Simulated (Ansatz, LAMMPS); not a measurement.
# Localised basis functions on liquid (Li,Cs)F at 1200 K (134 atoms), part 2 of 3

Aim: test how closely localised support functions follow the reference on liquid (Li,Cs)F at 1200 K (134 atoms), and at what cost. A setting counts as converged where the r.m.s. difference of forces stays under 1 % of the r.m.s. force.

Ansatz 0.2.0; Kohn-Sham DFT, PBE, PAW (set soft_2), plane waves.

The cell: 24 Li, 43 Cs and 67 F. The starting topology of bonds comes from the classical model. The ion parameters were fitted for water, not for melts. The Brillouin zone is sampled at Γ only, in a cell whose shortest periodic width is 16 Å. Spin–orbit coupling is left out.

So far. Step 4 (Support functions low): Forces differ from the reference by 0.42 meV/Å r.m.s., 0.085 % of their size, well within a tolerance of 1 %; the energy by -3.9 meV/atom. It took 3.2 min and 18 cycles; the reference's time can't be set against it, since the two runs asked for unlike analyses.

## 5. Support functions medium

With localised support functions most steps grow linearly with size, though the diagonalisation grows faster unless the density matrix is cut; this run measures error and cost at this size. Besides, the program derives a nominal cutoff of 631 eV for this run, against the reference's 420.

This step: Kohn-Sham DFT, PBE, PAW (set soft_2), localised support functions (medium) (Ansatz 0.2.0).

input.yaml

```yaml
crystal:
  lattice:
    - [15.6676, 0.0, 0.0]
    - [0.0, 15.6676, 0.0]
    - [0.0, 0.0, 15.6676]
  atoms:
    [... the 134 atom lines of step 3 ...]
kpoints:
  mp_grid: { grid: [1, 1, 1] }
hamiltonian:
  xc: pbe
scf:
  occupations: { method: fixed }
  eigensolver: { kind: { support_functions: { accuracy: medium } } }
  mixing: { beta: 0.4 }
  max_iter: 150
output:
  forces: true
  eigenvalues: true
```

The run is started by

```
$ ansatz run input.yaml --threads 8 --pin off --max-ram 15872MiB --backend cpu --events-out ev --progress --plain --runs-dir out
```

Numbers of over 12 decimals in the logs are rounded to 6 here.

What it wrote:

```text
[...]
Warning: basis.ecutwfc = 631 eV, auto-derived: no grid that the accuracy of the support functions lays serves the files at the lower one that their records recommend; a deck with other species or settings can derive another value
[...]
Crystal: 134 atoms, lattice volume = 3845.984 Å³
Basis set: ecut = 631 eV, 138601 PW (Γ), exchange–correlation on 270×270×270 points (8 copies of the dense FFT grid, shifted against one another)
Bands: 557, of which v1, the nominal top of the filled ones, is band 464 counted from 1 (463 counted from 0)
Symmetry: 1 space group operations
k-points: 1
[...]
SCF iter   1: F=—  HF=-303133.010205 eV  |F-HF|=—  |Δ(HF+E_count)|=         —  Δρ=1.14e-1  dr2=7.51e2  ethr=1.00e-1
[...]
SCF iter  19: F=—  HF=-303067.287646 eV  |F-HF|=—  |Δ(HF+E_count)|=   1.59e-3  Δρ=7.37e-6  dr2=6.31e-6  ethr=1.71e-9  κ⁻¹=5.2e-5(r=7)
SCF iter  20: F=-303067.287644 eV  HF=-303067.287645 eV  |F-HF|=7.40e-7  |Δ(HF+E_count)|=   1.30e-6  Δρ=6.97e-6  dr2=2.47e-6  ethr=6.79e-10
SCF 1 converged in 20 iterations: F = -303067.319180 eV  dr2 = 2.47e-6
[...]
SCF converged after 20 iterations
[...]
Free energy (F): -303067.319180 eV
[...]
Internal energy: -303067.319180 eV  (E = F + TS)
E sigma→0 (E₀):  -303067.319180 eV
Fermi energy:    1.000774 eV
[...]
Σ components = -303067.319180   (vs F -303067.319180, Δ=0.00e0)
--- Forces (eV/Å), atoms counted from 1 ---
  atom   1  Li    -1.34245609    -0.49843543    -0.65500971
  atom   2  Li     0.24286905    -0.14902236    -0.25480689
  atom   3  Li    -0.31754788     0.61977046    -0.24612773
  atom   4  Li    -0.49055689     0.44063517     0.68022880
[...]
atom 134  F      0.20438769     0.26127445    -0.07053734
  max |Σ_I F_I| component: 3.17e-3 eV/Å
--- Band table (eV) ---
[...]
```

The job ended after 3.4 min (8 threads of Arm Neoverse V2, shared host; peak memory 8.6 GiB; 26 min of CPU time).

Keys that differ from the reference: support_functions.accuracy = "medium", scf.max_iter = 150 and scf.mixing.beta = 0.4.

Forces differ from the reference by 0.41 meV/Å r.m.s., 0.082 % of their size, well within a tolerance of 1 %; the energy by -3.9 meV/atom. It took 3.4 min and 20 cycles; the reference's time can't be set against it, since the two runs asked for unlike analyses.

## 6. Support functions medium, radius 3.78 Å

The radius confines each support function; a larger one gives more freedom and more work per atom.

input.yaml, the sections that differ from step 5:

```yaml
scf:
  occupations: { method: fixed }
  eigensolver: { kind: { support_functions: { accuracy: medium, radius: 3.78 } } }
  mixing: { beta: 0.4 }
  max_iter: 150
# crystal, kpoints, hamiltonian, output: as in step 5
```

What it wrote:

```text
Warning: scf.eigensolver.kind.support_functions: disabling space-group detection — the functions' gradient is summed over unrotated k-points, so no spatial operation reduces the k-mesh or symmetrises the density; time reversal is kept, so that k and −k are solved as one point where they differ and the mesh holds both, and exact exchange and, on two spinor components, a DFT+U term hold to it where the run has them: [...]
Warning: basis.ecutwfc = 631 eV, auto-derived: no grid that the accuracy of the support functions lays serves the files at the lower one that their records recommend; a deck with other species or settings can derive another value
settings of this run that can trade accuracy for cost: scf.eigensolver.kind.support_functions [...]
Engine: ansatz 0.2.0, aarch64-unknown-linux-gnu
Pseudopotentials: kind: paw
Pseudopotential: Li, paw, valence charge 3, recommended cutoff 420 eV (normal), Li.paw.azcp
Pseudopotential: Cs, paw, valence charge 9, recommended cutoff 420 eV (normal), Cs.paw.azcp
Pseudopotential: F, paw, valence charge 7, recommended cutoff 420 eV (normal), F.paw.azcp
[... 5 lines on functional and potentials left out ...]
Error: SCF: the radius of support functions is under 4.23 Å, the least for these sites at the functions' level (scf.eigensolver.kind.support_functions.accuracy). Use scf.eigensolver.kind: auto, or type scf.eigensolver.kind.support_functions.radius at least as long, [...]
```

Wall time 3.2 s (8 threads); peak memory 0.92 GiB.

The program refuses radii under 4.23 Å for these atoms at this level.

## 7. Support functions medium, radius 4.32 Å

The radius confines each support function; a larger one gives more freedom and more work per atom. Besides, the program derives a nominal cutoff of 631 eV for this run, against the reference's 420.

input.yaml, the sections that differ from step 6:

```yaml
scf:
  occupations: { method: fixed }
  eigensolver: { kind: { support_functions: { accuracy: medium, radius: 4.32 } } }
  mixing: { beta: 0.4 }
  max_iter: 150
# crystal, kpoints, hamiltonian, output: as in step 6
```

What it wrote:

```text
[...]
Crystal: 134 atoms, lattice volume = 3845.984 Å³
Basis set: ecut = 631 eV, 138601 PW (Γ), exchange–correlation on 270×270×270 points (8 copies of the dense FFT grid, shifted against one another)
Bands: 557, of which v1, the nominal top of the filled ones, is band 464 counted from 1 (463 counted from 0)
Symmetry: 1 space group operations
k-points: 1
[...]
SCF iter   1: F=—  HF=-303131.685723 eV  |F-HF|=—  |Δ(HF+E_count)|=         —  Δρ=1.12e-1  dr2=7.33e2  ethr=1.00e-1
[...]
SCF iter  19: F=—  HF=-303067.280094 eV  |F-HF|=—  |Δ(HF+E_count)|=   1.82e-3  Δρ=7.43e-6  dr2=6.62e-6  ethr=1.28e-9  κ⁻¹=3.3e-5(r=7)
SCF iter  20: F=-303067.280091 eV  HF=-303067.280093 eV  |F-HF|=1.88e-6  |Δ(HF+E_count)|=   6.67e-7  Δρ=3.01e-6  dr2=2.05e-6  ethr=7.14e-10
SCF 1 converged in 20 iterations: F = -303067.319062 eV  dr2 = 2.05e-6
[...]
SCF converged after 20 iterations
[...]
Free energy (F): -303067.319062 eV
[...]
Internal energy: -303067.319062 eV  (E = F + TS)
E sigma→0 (E₀):  -303067.319062 eV
Fermi energy:    1.001014 eV
[...]
Σ components = -303067.319062   (vs F -303067.319062, Δ=0.00e0)
--- Forces (eV/Å), atoms counted from 1 ---
  atom   1  Li    -1.34251235    -0.49845063    -0.65514196
  atom   2  Li     0.24288017    -0.14902019    -0.25477772
  atom   3  Li    -0.31754929     0.61979929    -0.24607662
  atom   4  Li    -0.49051843     0.44064569     0.68019319
[...]
atom 134  F      0.20449154     0.26137506    -0.07020013
  max |Σ_I F_I| component: 2.69e-3 eV/Å
--- Band table (eV) ---
[...]
```

It took 3.3 min on 8 threads; peak memory 8.1 GiB; 25 min of CPU time.

Keys that differ from the reference: support_functions.accuracy = "medium", support_functions.radius = 4.32, scf.max_iter = 150 and scf.mixing.beta = 0.4.

Forces differ from the reference by 0.42 meV/Å r.m.s., 0.086 % of their size, well within a tolerance of 1 %; the energy by -3.9 meV/atom. It took 3.3 min and 20 cycles; the reference's time can't be set against it, since the two runs asked for unlike analyses.

## 8. Changed: crystal.symmetry.detect = false and scf.n_extra_bands = 8

Changed here: crystal.symmetry.detect = false and scf.n_extra_bands = 8.

This step: Kohn-Sham DFT, PBE, PAW (set soft_2), plane waves (Ansatz 0.2.0).

input.yaml

```yaml
crystal:
  lattice:
    - [15.6676, 0.0, 0.0]
    - [0.0, 15.6676, 0.0]
    - [0.0, 0.0, 15.6676]
  atoms:
    [... the 134 atom lines of step 3 ...]
  symmetry: { detect: false }
kpoints:
  mp_grid: { grid: [1, 1, 1] }
hamiltonian:
  xc: pbe
scf:
  occupations: { method: fixed }
  n_extra_bands: 8
output:
  forces: true
  stress: true
  populations: true
  dos:
    method: { smearing: { sigma: 0.1 } }
    de: 0.1
    projected: { site_lists: { Cs: [Cs], F: [F], Li: [Li] } }
  eigenvalues: true
```

What it wrote:

```text
[...]
Crystal: 134 atoms, lattice volume = 3845.984 Å³
Basis set: ecut = 420 eV, 75037 PW (Γ), exchange–correlation on 216×216×216 points (8 copies of the dense FFT grid, shifted against one another)
Bands: 472, of which v1, the nominal top of the filled ones, is band 464 counted from 1 (463 counted from 0)
Symmetry: 1 space group operations
k-points: 1
[...]
SCF iter   1: F=—  HF=-303066.833413 eV  |F-HF|=—  |Δ(HF+E_count)|=         —  Δρ=1.53e-3  dr2=1.94e-1  ethr=1.77e-3  ⟨swp⟩=6.0  Hψ=1935  notcnv=0  defer=3
[...]
SCF iter  11: F=—  HF=-303066.795311 eV  |F-HF|=—  |Δ(HF+E_count)|=   3.20e-9  Δρ=1.90e-6  dr2=1.03e-7  ethr=1.08e-11  ⟨swp⟩=12.0  Hψ=2623  notcnv=0
SCF iter  12: F=-303066.795311 eV  HF=-303066.795311 eV  |F-HF|=1.05e-9  |Δ(HF+E_count)|=   2.26e-8  Δρ=3.30e-7  dr2=8.84e-9  ethr=1.08e-11  ⟨swp⟩=4.0  Hψ=1409  notcnv=0
SCF 1 converged in 12 iterations: F = -303066.795311 eV  dr2 = 8.84e-9
[...]
SCF converged after 12 iterations
Free energy (F): -303066.795311 eV
[...]
Internal energy: -303066.795311 eV  (E = F + TS)
E sigma→0 (E₀):  -303066.795311 eV
Fermi energy:    0.999741 eV
[...]
Σ components = -303066.795311   (vs F -303066.795311, Δ=0.00e0)
--- Forces (eV/Å), atoms counted from 1 ---
  atom   1  Li    -1.34211500    -0.49835170    -0.65470684
  atom   2  Li     0.24300141    -0.14901000    -0.25470173
  atom   3  Li    -0.31748622     0.61936255    -0.24646064
  atom   4  Li    -0.49061950     0.44062073     0.67988836
[...]
atom 134  F      0.20414713     0.26108977    -0.07033120
  max |Σ_I F_I| component: 6.50e-5 eV/Å
--- Stress (GPa, compression-positive) ---
       -0.839966      -0.133200       0.087487
       -0.133200      -0.507198       0.167421
        0.087487       0.167421      -0.642267
  P = ⅓ Tr σ = -0.6631 GPa (-6.631 kbar)
--- Band table (eV) ---
[...]
--- Löwdin populations: 134 sites ---
  site symbol       q [e]
     0     Li      2.2488
     1     Li      2.2264
     2     Li      2.2257
[...]
133      F      7.7890
  spilling = 0.007000 (of n_electrons = 928.000000)
```

Wall time 59 s (8 threads); peak memory 5.2 GiB.

Forces differ from the reference by 0.004 meV/Å r.m.s., 9.0e-4 % of their size, well within a tolerance of 1 %.

## 9. Cost against change

Differences are against the plane-wave reference (Kohn-Sham DFT, PBE, PAW (set soft_2), plane waves), whose r.m.s. force component is 0.497 eV/Å. Energies are set beside the reference only for runs with its functional, potentials and electron count. Times are for 8 threads of Arm Neoverse V2, shared host. The reference's time includes the DOS, ELF, the stress and grids, which some other runs skip.

| run | Δ force, r.m.s. (meV/Å) | share of r.m.s. force (%) | Δ energy (meV/atom) | Δ pressure (GPa) | Δ gap (eV) | cycles | time | host memory (GiB) |
| --- | --- | --- | --- | --- | --- | --- | --- | --- |
| reference | - | - | - | - | - | 10 | 65 s | 5.6 |
| support functions low | 0.424 | 0.0853 | -3.91 | - | -0.0018 | 18 | 3.2 min | 8.0 |
| support functions medium | 0.406 | 0.0817 | -3.91 | - | -0.0011 | 20 | 3.4 min | 8.6 |
| support functions medium, radius 4.32 Å | 0.425 | 0.0856 | -3.91 | - | -0.0014 | 20 | 3.3 min | 8.1 |
| crystal.symmetry.detect = false and scf.n_extra_bands = 8 | 0.004 | 9.0e-4 | - | 0 | 0 | 12 | 59 s | 5.2 |

## 10. The reference in detail

With the settings judged, the reference run is read for its physics.

Length of the force by element:

| element | coordination | atoms | mean length of the force (eV/Å) | spread | least | most |
| --- | --- | --- | --- | --- | --- | --- |
| Cs | all | 43 | 0.780 | 0.404 | 0.245 | 2.07 |
| F | all | 67 | 0.765 | 0.320 | 0.152 | 1.54 |
| Li | all | 24 | 0.848 | 0.342 | 0.302 | 1.57 |

Löwdin charges by element (they lack the spilled electrons, 0.048 e an atom on average):

| element | coordination | atoms | mean charge (e) | spread | least | most |
| --- | --- | --- | --- | --- | --- | --- |
| Cs | all | 43 | 0.931 | 0.0132 | 0.907 | 0.969 |
| F | all | 67 | -0.778 | 0.0107 | -0.801 | -0.752 |
| Li | all | 24 | 0.775 | 0.0174 | 0.745 | 0.816 |

Density of states as counts of states in windows of 1 eV (from the Fermi level), total and the larger projections:

| from (eV) | to (eV) | total | F p | Cs p |
| --- | --- | --- | --- | --- |
| -18 | -9 | 0.0 | 0.0 | 0.0 |
| -9 | -8 | 2.1 | 0.1 | 2.0 |
| -8 | -7 | 44.9 | 1.2 | 43.1 |
| -7 | -6 | 147.3 | 5.3 | 140.2 |
| -6 | -5 | 61.8 | 2.6 | 58.6 |
| -5 | -4 | 1.9 | 0.1 | 1.8 |
| -4 | -3 | 0.8 | 0.7 | 0.0 |
| -3 | -2 | 66.0 | 62.0 | 1.3 |
| -2 | -1 | 217.9 | 206.3 | 5.4 |
| -1 | 0 | 115.6 | 110.4 | 2.5 |
| 0 | 1 | 1.7 | 1.6 | 0.1 |
| 1 | 3 | 0.0 | 0.0 | 0.0 |
| 3 | 4 | 2.0 | 0.0 | 0.0 |
| 4 | 5 | 20.4 | 0.7 | 0.4 |

With fixed occupations the program's Fermi level is the highest filled level; weight inside the gap is the broadening of levels at its edges.

Between -26 and -18 eV lie 220 more states.

The stored curve holds about 880 of the 928 electrons; the rest, give or take the few that broadening carries across the Fermi level, lie in deeper levels below its range.

The levels nearest the highest filled one (over half full), pooled over k-points and spins:

| level less the highest filled one (eV) | occupation |
| --- | --- |
| -0.158 | 2 |
| -0.145 | 2 |
| -0.106 | 2 |
| -0.076 | 2 |
| -0.0387 | 2 |
| 0 | 2 |
| 3.67 | 0 |
| 4.22 | 0 |
| 4.35 | 0 |
| 4.43 | 0 |
| 4.47 | 0 |
| 4.58 | 0 |

Electrostatic potential energy in the ab plane at fractional z = 0.414, with atoms of Li and Cs and F within 0.2 Å of it. With pseudopotentials it is smooth inside the atoms' cores, unlike the true potential.

Values in eV, 13 rows by 16 columns, each cell a mean:
```
  2  -2   5   7   5   4   4   6   8   6   4   6   0   8   7   7
  6   0   4   7   6   5   4   6  -6 -11   8   7  -8   6   6   5
  5 -14  -5   6   6   7   0   4   2   5   8   8   7   4   3   6
  5   4   5   5   5   6  -5   1   1   5   8   8   8   6   6   6
  6   6   6   6   4   4   6   8   1 -11   8   8   2   1   8   7
  7   6   6   7   7  -5   0   8   8   5   5   5  -7  -5   6   8
  7   6   6   6   8  -1   0   2   4   4   1 -13  -1   0 -16  -2
  3   6   5   5   6   6  -7 -20  -9   5   5  -2   6   6   2  -3
-10   5   7   6   6   6  -1 -12  -2   5   6   6   6   4 -12 -21
  1   7   6   3   5   6   3   6   7   7   7   6   7   7   0  -8
  5   6   8   6  -7   1   4  -4   3   7   6   7  -1  -4   8   5
 -5 -10   3   6   4   5   5 -10  -2  -1 -14  -6   3   3   8   5
-17 -21  -4   5   5   5   6   6   5  -5 -19 -12   6   7   6   3
```
Columns run along a (15.7 Å; values clipped at the 3rd and 97th percentile), rows up along b (15.7 Å). Atoms in or near the plane, at fractional coordinates: Li at (0.81, 0.55), Li at (0.10, 0.82), Li at (0.48, 0.14), Cs at (0.66, 0.06), F at (0.56, 0.88), F at (0.70, 0.47), F at (0.36, 0.54), F at (0.92, 0.50).

(Continued in part 3 of 3.)

[Logs are printed without paths, hosts, clocks, repeated set-up lines and the standing remarks that a program may print on its own settings, such as how far it seeks lower states.]

[Hosts, paths, dates, database ids (printed as entryN), source tags and the programs' standing remarks are cut or masked in the printed files.]
